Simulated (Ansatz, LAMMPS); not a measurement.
## Structural relaxation of amorphous 84HfO2-16La2O3 (mol %) (83 atoms)

Wanted: the relaxed structure of amorphous 84HfO2-16La2O3 (mol %) (83 atoms) and its electronic structure.

Main program and level: Ansatz 0.2.0; Kohn-Sham DFT, PBE, PAW (set soft_2), plane waves.

## 1. Set-up

The cell holds 83 atoms: 21 Hf, 8 La and 54 O. Cell: a = 10.753 Å, b = 10.753 Å, c = 10.753 Å, α = 90.0°, β = 90.0°, γ = 90.0°. 83 atoms (21 Zr, 8 Nd, 54 O) placed at random at 5.25 g/cm³, melted at 5000 K for 10 ps at fixed volume with the Morse and Coulomb pair potential with partial charges (Pedone, Malavasi, Menziani, Cormack and Segre, J. Phys. Chem. B 110, 11780 (2006)). Quenched from 5000 K to 300 K at 50 K/ps and fixed volume, held 5 ps, then minimised at fixed cell. Then Zr was replaced by Hf, Nd was replaced by La (the potential has no terms for the new elements, so the cell is a start for a DFT relaxation).

Before any run, some limits are plain. The quench rate of 50 K/ps far exceeds what a furnace or splat quench reaches, so expect more defects and frozen-in strain than in a real sample. The starting topology of bonds comes from the classical model. Only the Γ point is sampled in the main run, in a cell whose shortest periodic width is 11 Å. No spin–orbit coupling is included, so levels derived from the heavy atoms are approximate.

## 2. The classical run that made the cell

A classical potential makes the cell, at a small fraction of what the same run would cost in DFT.

This step: classical MD, Morse and Coulomb pair potential with partial charges (Pedone, Malavasi, Menziani, Cormack and Segre, J. Phys. Chem. B 110, 11780 (2006)) (LAMMPS 22 Jul 2025 - Update 4).

File in.lmp:

```
# melt-quench of Zr21Nd8O54
units metal
atom_style charge
boundary p p p
region box block 0 10.7526 0 10.7526 0 10.7526
create_box 3 box
mass 1 91.2240   # Zr
mass 2 144.2420   # Nd
mass 3 15.9990   # O
create_atoms 1 random 21 40971 NULL overlap 1.5 maxtry 2000
create_atoms 2 random 8 40978 NULL overlap 1.5 maxtry 2000
create_atoms 3 random 54 40985 NULL overlap 1.5 maxtry 2000
pair_style hybrid/overlay pedone 5.5 coul/long 8.0
pair_coeff * * coul/long
pair_coeff 1 3 pedone 0.206237 2.479675 2.436997 1   # Zr-O
pair_coeff 2 3 pedone 0.014580 1.825100 3.398717 3   # Nd-O
pair_coeff 3 3 pedone 0.042395 1.379316 3.618701 22   # O-O
set type 1 charge 2.4
set type 2 charge 1.8
set type 3 charge -1.2
kspace_style pppm 1.0e-4
neigh_modify delay 0 every 1 check yes
thermo_style custom step time temp pe press density
thermo_modify norm yes
timestep 0.002
thermo 100
min_style cg
minimize 1e-4 1e-4 200 2000
reset_timestep 0
velocity all create 5000 40972 mom yes dist gaussian
fix lim all nve/limit 0.05
fix lan all langevin 5000 5000 0.2 40973 zero yes
thermo 500
run 1000 post no
# [... 10 lines left out ...]
thermo 1250
fix md all nvt temp 300 300 0.2
run 2500 post no
unfix md
thermo 100
min_style cg
minimize 0 1e-3 2000 20000
write_dump all custom glass.dump id type xs ys zs modify sort id
```

On the command line:

```console
lmp -in in.lmp -log none -nocite
```

Log:

```text
LAMMPS (22 Jul 2025 - Update 4)
Created orthogonal box = (0 0 0) to (10.7526 10.7526 10.7526)
Created 21 atoms
Created 8 atoms
Created 54 atoms
PPPM initialization ...
  G vector (1/distance) = 0.38368152
  grid = 12 12 12
  estimated relative force accuracy = 5.6614376e-05
   Step          Time           Temp          PotEng         Press         Density
         0   0              0              0.53314849     1173577.3      5.2540867
        83   0.166          0             -13.800265     -26140.482      5.2540867
Loop time of 0.0491281 s on 1 MPI rank(s) for 83 steps with 83 atoms
Minimization stats:
  Stopping criterion = energy tolerance
  Energy initial, next-to-last, final =
     0.533148486599295  -13.7989840379275  -13.8002647236227
  Force two-norm initial, final = 349.04979 1.8735263
  Iterations, force evaluations = 83 98
   Step          Time           Temp          PotEng         Press         Density
         0   0              5000          -13.800265      19392.608      5.2540867
       500   1              2236.9188     -13.552347      19419.635      5.2540867
      1000   2              2274.4353     -13.519575      172.46918      5.2540867
Loop time of 0.394941 s on 1 MPI rank(s) for 1000 steps with 83 atoms
   Step          Time           Temp          PotEng         Press         Density
[... 2 lines left out ...]
      2499   4.998          4820.4478     -13.047494      104561.91      5.2540867
      3332   6.664          4876.5421     -13.195411      50093.037      5.2540867
      4165   8.33           4825.5023     -13.053159      63888.98       5.2540867
      4998   9.996          5469.7764     -13.148167      76093.096      5.2540867
      5831   11.662         5481.4268     -13.195478      25765.903      5.2540867
[... 1 line left out ...]
Loop time of 2.07899 s on 1 MPI rank(s) for 5000 steps with 83 atoms
   Step          Time           Temp          PotEng         Press         Density
[... 12 lines left out ...]
Loop time of 18.501 s on 1 MPI rank(s) for 47000 steps with 83 atoms
   Step          Time           Temp          PotEng         Press         Density
[... 2 lines left out ...]
     55000   110            287.83389     -13.932767     -66055.26       5.2540867
     55500   111            288.95373     -13.935289     -66692.314      5.2540867
Loop time of 0.906 s on 1 MPI rank(s) for 2500 steps with 83 atoms
   Step          Time           Temp          PotEng         Press         Density
     55500   111            288.95373     -13.935289     -66692.314      5.2540867
     55517   111.034        288.95373     -13.976396     -65726.384      5.2540867
Loop time of 0.030695 s on 1 MPI rank(s) for 17 steps with 83 atoms
Minimization stats:
  Stopping criterion = linesearch alpha is zero
  Energy initial, next-to-last, final =
     -13.9352887018607  -13.9763955637771  -13.9763955637771
  Force two-norm initial, final = 11.000178 0.27155279
  Iterations, force evaluations = 17 65
```

Wall time 22 s (1 thread of Arm Neoverse V1, shared host); peak memory 0.072 GiB.

## 3. Single point at the start

A single point comes first, to see the forces before anything moves.

File input.yaml:

```yaml
crystal:
  lattice:
    - [10.7526, 0.0, 0.0]
    - [0.0, 10.7526, 0.0]
    - [0.0, 0.0, 10.7526]
  atoms:
    - { symbol: Hf, position: [0.21352, 0.78482, 0.64168] }
    - { symbol: Hf, position: [0.56578, 0.72793, 0.75466] }
    - { symbol: Hf, position: [0.32506, 0.52144, 0.79741] }
    - { symbol: Hf, position: [0.15815, 0.90699, 0.38862] }
    - { symbol: Hf, position: [0.20822, 0.16348, 0.65735] }
    - { symbol: Hf, position: [0.91819, 0.74126, 0.86776] }
    - { symbol: Hf, position: [0.45712, 0.74919, 0.05459] }
    - { symbol: Hf, position: [0.16683, 0.27541, 0.34241] }
    - { symbol: Hf, position: [0.04097, 0.43403, 0.65828] }
    - { symbol: Hf, position: [0.82607, 0.43949, 0.88823] }
    - { symbol: Hf, position: [0.46927, 0.01904, 0.80833] }
    - { symbol: Hf, position: [0.17938, 0.93825, 0.90368] }
    - { symbol: Hf, position: [0.80004, 0.64595, 0.1736] }
    - { symbol: Hf, position: [0.53574, 0.31046, 0.73197] }
    - { symbol: Hf, position: [0.03077, 0.6137, 0.37466] }
    - { symbol: Hf, position: [0.52238, 0.23463, 0.38422] }
    - { symbol: Hf, position: [0.16653, 0.65756, 0.09659] }
    - { symbol: Hf, position: [0.51044, 0.87288, 0.48452] }
    - { symbol: Hf, position: [0.31945, 0.0795, 0.14929] }
    - { symbol: Hf, position: [0.95187, 0.94787, 0.11059] }
    - { symbol: Hf, position: [0.83037, 0.29464, 0.16659] }
    - { symbol: La, position: [0.88295, 0.12328, 0.42657] }
    - { symbol: La, position: [0.51215, 0.44276, 0.09412] }
    - { symbol: La, position: [0.64552, 0.99937, 0.20136] }
    - { symbol: La, position: [0.84027, 0.10685, 0.79613] }
    - { symbol: La, position: [0.82414, 0.81743, 0.53587] }
    - { symbol: La, position: [0.15327, 0.30572, 0.96288] }
    - { symbol: La, position: [0.36268, 0.51155, 0.45648] }
    - { symbol: La, position: [0.71175, 0.48723, 0.46137] }
    - { symbol: O, position: [0.81942, 0.61303, 0.98192] }
    - { symbol: O, position: [0.53533, 0.86029, 0.90937] }
    - { symbol: O, position: [0.23461, 0.26248, 0.15638] }
    - { symbol: O, position: [0.48303, 0.61942, 0.90374] }
    - { symbol: O, position: [0.00014, 0.58879, 0.18352] }
    - { symbol: O, position: [0.18313, 0.57487, 0.64211] }
    - { symbol: O, position: [0.60586, 0.66148, 0.14521] }
    - { symbol: O, position: [0.61804, 0.14791, 0.81155] }
    - { symbol: O, position: [0.09399, 0.26772, 0.53506] }
    - { symbol: O, position: [0.70638, 0.35798, 0.02566] }
    - { symbol: O, position: [0.95418, 0.55776, 0.78859] }
    - { symbol: O, position: [0.13456, 0.01247, 0.07802] }
    - { symbol: O, position: [0.19729, 0.53455, 0.94542] }
    - { symbol: O, position: [0.34735, 0.05858, 0.95798] }
    - { symbol: O, position: [0.78294, 0.4646, 0.24734] }
    - { symbol: O, position: [0.3744, 0.69698, 0.71088] }
    - { symbol: O, position: [0.58501, 0.69609, 0.54718] }
    - { symbol: O, position: [0.43066, 0.45336, 0.65009] }
    - { symbol: O, position: [0.71233, 0.209, 0.31396] }
    - { symbol: O, position: [0.15456, 0.74881, 0.27387] }
    - { symbol: O, position: [0.06904, 0.76472, 0.50193] }
    - { symbol: O, position: [0.90253, 0.93864, 0.91452] }
    - { symbol: O, position: [0.93898, 0.50274, 0.5114] }
    - { symbol: O, position: [0.48288, 0.05215, 0.42874] }
    - { symbol: O, position: [0.29961, 0.93145, 0.7507] }
    - { symbol: O, position: [0.61304, 0.29096, 0.54949] }
    - { symbol: O, position: [0.11816, 0.10685, 0.82134] }
    - { symbol: O, position: [0.16635, 0.47482, 0.36728] }
    - { symbol: O, position: [0.43596, 0.91242, 0.16797] }
    - { symbol: O, position: [0.67618, 0.44244, 0.76742] }
    - { symbol: O, position: [0.21912, 0.07602, 0.31601] }
    - { symbol: O, position: [0.8579, 0.01902, 0.60289] }
    - { symbol: O, position: [0.84764, 0.68236, 0.36334] }
    - { symbol: O, position: [0.79808, 0.83868, 0.14341] }
    - { symbol: O, position: [0.03117, 0.78194, 0.0286] }
    - { symbol: O, position: [0.32206, 0.81996, 0.47656] }
    - { symbol: O, position: [0.27506, 0.79269, 0.99403] }
    - { symbol: O, position: [0.42079, 0.37055, 0.88799] }
    - { symbol: O, position: [0.94726, 0.34538, 0.01422] }
    - { symbol: O, position: [0.52595, 0.42688, 0.33715] }
    - { symbol: O, position: [0.08429, 0.80853, 0.78342] }
    - { symbol: O, position: [0.48186, 0.17595, 0.19813] }
    - { symbol: O, position: [0.1916, 0.34888, 0.74932] }
    - { symbol: O, position: [0.76235, 0.74979, 0.74782] }
    - { symbol: O, position: [0.98061, 0.26047, 0.28968] }
    - { symbol: O, position: [0.35013, 0.60789, 0.14537] }
    - { symbol: O, position: [0.15715, 0.00249, 0.55785] }
    - { symbol: O, position: [0.33759, 0.28447, 0.43268] }
    - { symbol: O, position: [0.91341, 0.31605, 0.75488] }
    - { symbol: O, position: [0.837, 0.10478, 0.11688] }
    - { symbol: O, position: [0.5472, 0.90775, 0.66878] }
    - { symbol: O, position: [0.39516, 0.16919, 0.70311] }
    - { symbol: O, position: [0.98577, 0.9583, 0.30774] }
    - { symbol: O, position: [0.6787, 0.90444, 0.39775] }
kpoints:
  mp_grid: { grid: [1, 1, 1] }
hamiltonian:
  xc: pbe
scf:
  occupations: { method: fermi_dirac, width: 0.025 }
output:
  forces: true
```

On the command line:

```console
ansatz run input.yaml --threads 4 --pin off --max-ram 8192MiB --backend cpu --events-out ev --progress --plain --runs-dir out
```

Log:

```text
Engine: ansatz 0.2.0, aarch64-unknown-linux-gnu
Pseudopotentials: kind: paw
Pseudopotential: Hf, paw, valence charge 26, recommended cutoff 420 eV (normal), Hf.paw.azcp
Pseudopotential: La, paw, valence charge 11, recommended cutoff 420 eV (normal), La.paw.azcp
Pseudopotential: O, paw, valence charge 6, recommended cutoff 420 eV (normal), O.paw.azcp
Functional definition: PBE
  parameter kappa = 0.804
  parameter beta = 0.066725
  exchange = pbe_x(kappa = kappa, mu = beta*pi^2/3)
  correlation = pbe_c(beta = beta)
Crystal: 83 atoms, lattice volume = 1243.198 Å³
Basis set: ecut = 420 eV, 24207 PW (Γ), exchange–correlation on 144×144×144 points (8 copies of the dense FFT grid, shifted against one another)
Bands: 562, of which v1, the nominal top of the filled ones, is band 479 counted from 1 (478 counted from 0)
Symmetry: 1 space group operations
Space group: P1 (ITA 1), of the structure as read, at distance tolerance 1.1e-4 Å
k-points: 1
Non-local potential: Hf, projectors of the file, l = 0: 3, l = 1: 2, l = 2: 2, l = 3: 3
Non-local potential: La, projectors of the file, l = 0: 3, l = 1: 2, l = 2: 2, l = 3: 3
Non-local potential: O, projectors of the file, l = 0: 2, l = 1: 2, l = 2: 1
PAW form: soft (Blöchl's): semilocal exchange-correlation on the pseudo side does not see the compensation charge
PAW one-centre angular grid: Hf, 590 points (default); XC on 64 Gauss nodes
PAW one-centre angular grid: La, 590 points (default); XC on 64 Gauss nodes
PAW one-centre angular grid: O, 110 points (default); XC on 64 Gauss nodes
Initial density: superposition of atomic densities (neutral atoms: chi_scale 0, normalization atom), corrected by the library's trained network
Initial wavefunctions: pseudopotential atomic-orbital guess
Functional: x = pbe(κ = 0.804, μ = 0.219515), c = pbe(β = 0.066725)
SCF iter   1: F=—  HF=-410932.890978 eV  |F-HF|=—  |Δ(HF+E_count)|=         —  Δρ=3.46e-3  dr2=1.85e-1  ethr=1.77e-3  ⟨swp⟩=5.0  Hψ=1794  notcnv=0  defer=12
preconditioner: auto → Resta (q_TF=auto, 2.612 Å⁻¹)  ε∞=5.1  [insulator: Δε(μ)=3.553 eV  Ē_g=15.830 eV  σ=0.025 eV  W_gap=1.00  n_scr=364 (ndim 8)  ℏωp=31.9 eV  f_vac=0.114  D(μ)=0.00/eV (n_scr^D=0)  ε∞_Penn≈5.1]
SCF iter   2: F=—  HF=-410932.880455 eV  |F-HF|=—  |Δ(HF+E_count)|=   1.05e-2  Δρ=1.81e-3  dr2=4.31e-2  ethr=1.93e-5  ⟨swp⟩=2.0  Hψ=1040  notcnv=0  defer=77
SCF iter   3: F=—  HF=-410932.881193 eV  |F-HF|=—  |Δ(HF+E_count)|=   7.38e-4  Δρ=8.10e-4  dr2=1.27e-2  ethr=4.50e-6  ⟨swp⟩=5.0  Hψ=835  notcnv=0  defer=70
automatic band count: iteration 3 solves 555 bands in place of 562: the levels show a gap, and the empty bands left out lie too high to hold charge; the band table lists the bands solved (type scf.n_extra_bands for more)
SCF iter   4: F=—  HF=-410932.880793 eV  |F-HF|=—  |Δ(HF+E_count)|=   4.00e-4  Δρ=2.50e-4  dr2=1.02e-3  ethr=1.33e-6  ⟨swp⟩=3.0  Hψ=950  notcnv=0  defer=70
SCF iter   5: F=—  HF=-410932.881133 eV  |F-HF|=—  |Δ(HF+E_count)|=   3.39e-4  Δρ=1.53e-4  dr2=3.02e-4  ethr=1.07e-7  ⟨swp⟩=3.0  Hψ=971  notcnv=0  defer=70
SCF iter   6: F=—  HF=-410932.881147 eV  |F-HF|=—  |Δ(HF+E_count)|=   1.43e-5  Δρ=4.71e-5  dr2=3.44e-5  ethr=3.15e-8  ⟨swp⟩=2.0  Hψ=964  notcnv=0  defer=70
SCF iter   7: F=—  HF=-410932.883831 eV  |F-HF|=—  |Δ(HF+E_count)|=   2.68e-3  Δρ=2.86e-5  dr2=1.17e-5  ethr=3.59e-9  ⟨swp⟩=2.0  Hψ=1030  notcnv=0  defer=70
SCF iter   8: F=—  HF=-410932.883837 eV  |F-HF|=—  |Δ(HF+E_count)|=   5.93e-6  Δρ=1.92e-5  dr2=4.54e-6  ethr=1.22e-9  ⟨swp⟩=2.0  Hψ=964  notcnv=0  defer=70
SCF iter   9: F=—  HF=-410932.883838 eV  |F-HF|=—  |Δ(HF+E_count)|=   9.98e-7  Δρ=3.90e-6  dr2=3.36e-7  ethr=4.74e-10  ⟨swp⟩=2.0  Hψ=871  notcnv=0  defer=70
SCF iter  10: F=—  HF=-410932.883838 eV  |F-HF|=—  |Δ(HF+E_count)|=   3.88e-7  Δρ=2.86e-6  dr2=1.10e-7  ethr=1.04e-11  ⟨swp⟩=4.0  Hψ=1996  notcnv=0
SCF iter  11: F=-410932.883838 eV  HF=-410932.883838 eV  |F-HF|=2.96e-8  |Δ(HF+E_count)|=   3.53e-8  Δρ=2.01e-6  dr2=4.93e-8  ethr=1.04e-11  ⟨swp⟩=4.0  Hψ=1995  notcnv=0
SCF 1 converged in 11 iterations: F = -410932.883838 eV  dr2 = 4.93e-8
  greatest PAW one-centre occupation: 0.999 electrons in one spin orbital (limit 2), on the Hf atom at site 10 (counted from 0), in its partial waves of l = 0
SCF converged after 11 iterations
Free energy (F): -410932.883838 eV
Harris-Foulkes:  -410932.883838 eV  (|F-HF|=2.96e-8)
Internal energy: -410932.883838 eV  (E = F + TS)
E sigma→0 (E₀):  -410932.883838 eV
Fermi energy:    11.862400 eV
--- Per-component energies (eV) ---
  E_band       = -3224.059129
  E_kinetic    = 19718.942341
  E_local      = -178935.300673  (includes V_loc(G=0)·N_el)
  E_nonlocal   = -22754.036476
  E_hartree    = 81522.351100
  E_xc         = -11371.019356
  E_vxc        = -11814.242179  (∫ρ·V_xc dr)
  E_paw        = -197321.453955  (= ΣΔE_a)
  E_vpaw       = 27515.735329  (= ΣTr[D̂ρ^β])
  E_aug_tail   = 0.132002  (compensation charges beyond the density's cutoff)
  E_ewald      = -101792.498821
  E_smearing   = -0.000000  (= −TS)
  E_closure    = 0.000000  (closes the sum)
  Σ components = -410932.883838   (vs F -410932.883838, Δ=0.00e0)
--- Forces (eV/Å), atoms counted from 1 ---
  atom   1  Hf     0.51446861    -0.44412015     0.87090039
  atom   2  Hf    -0.43412544     0.06138274     0.57301127
  atom   3  Hf     0.27992016     0.44762306     0.03829069
  atom   4  Hf    -0.07141444     0.55687148    -0.76598819
  atom   5  Hf    -0.25746264    -1.06391378     0.71179144
  atom   6  Hf     0.04101214    -0.42408525     0.20932377
  atom   7  Hf    -0.83442856     0.18128507     0.25176544
  atom   8  Hf     0.50863772     0.24001711    -0.37485112
  atom   9  Hf    -0.55996525     0.77463018     0.36739546
  atom  10  Hf    -0.40197467     0.30550001    -0.67503935
  atom  11  Hf    -0.60580076     0.21726581     0.47266380
  atom  12  Hf     0.08582371    -0.52204916     0.19320272
  atom  13  Hf    -0.17910848     0.45802037    -0.77176855
  atom  14  Hf     0.61141222     1.05259071     0.22946307
[...]
atom  82  O     -0.29926821     0.14828653     0.56485721
  atom  83  O      0.14858033    -0.26106434     0.13075023
  max |Σ_I F_I| component: 4.86e-5 eV/Å
```

It took 27 s on 4 threads of Arm Neoverse V1, shared host; peak memory 2 GiB; 1.7 min of CPU time.

Reading the cycles: dr2 is the Hartree energy of the density residual (eV), the measure of convergence; HF is the Harris–Foulkes estimate of the energy, which meets the free energy F at convergence.

Numbers from this run:

| Item | Value |
| --- | --- |
| free energy | -410932.8838 eV |
| free energy per atom | -4950.9986 eV/atom |
| SCF cycles | 11 |
| r.m.s. force component | 0.3755 eV/Å |
| longest force | 1.614 eV/Å |
| Fermi energy | 11.86 eV |

The r.m.s. force component of 0.38 eV/Å sets the starting point.

Neighbours are counted within 2.82 Å (O-Hf), 3.19 Å (O-La).

Length of the force by element and coordination:

```tsv
element	coordination	atoms	mean length of the force (eV/Å)	spread	least	most
Hf	all	21	0.920	0.343	0.234	1.61
Hf	5	2	1.46	0.154	1.31	1.61
Hf	6	16	0.888	0.307	0.234	1.56
Hf	7	3	0.732	0.264	0.529	1.10
La	all	8	0.465	0.149	0.196	0.680
La	5	3	0.489	0.131	0.305	0.593
La	6	3	0.390	0.139	0.196	0.514
La	7	2	0.540	0.140	0.401	0.680
O	all	54	0.444	0.208	0.0719	1.32
O	2	1	0.627	0	0.627	0.627
O	3	40	0.431	0.185	0.0719	0.810
O	4	13	0.467	0.268	0.260	1.32
```

[end of part 1 of 4]

[Long decimals in the printed logs are rounded to 6 places.]

[Logs are printed without paths, hosts, clocks, repeated set-up lines and the standing remarks that a program may print on its own settings, such as how far it seeks lower states.]

[Hosts, paths, dates, database ids (printed as entryN), source tags and the programs' standing remarks are cut or masked in the printed files.]

[A walk said to have stopped at its limit may instead have ended on an SCF cycle that didn't converge.]
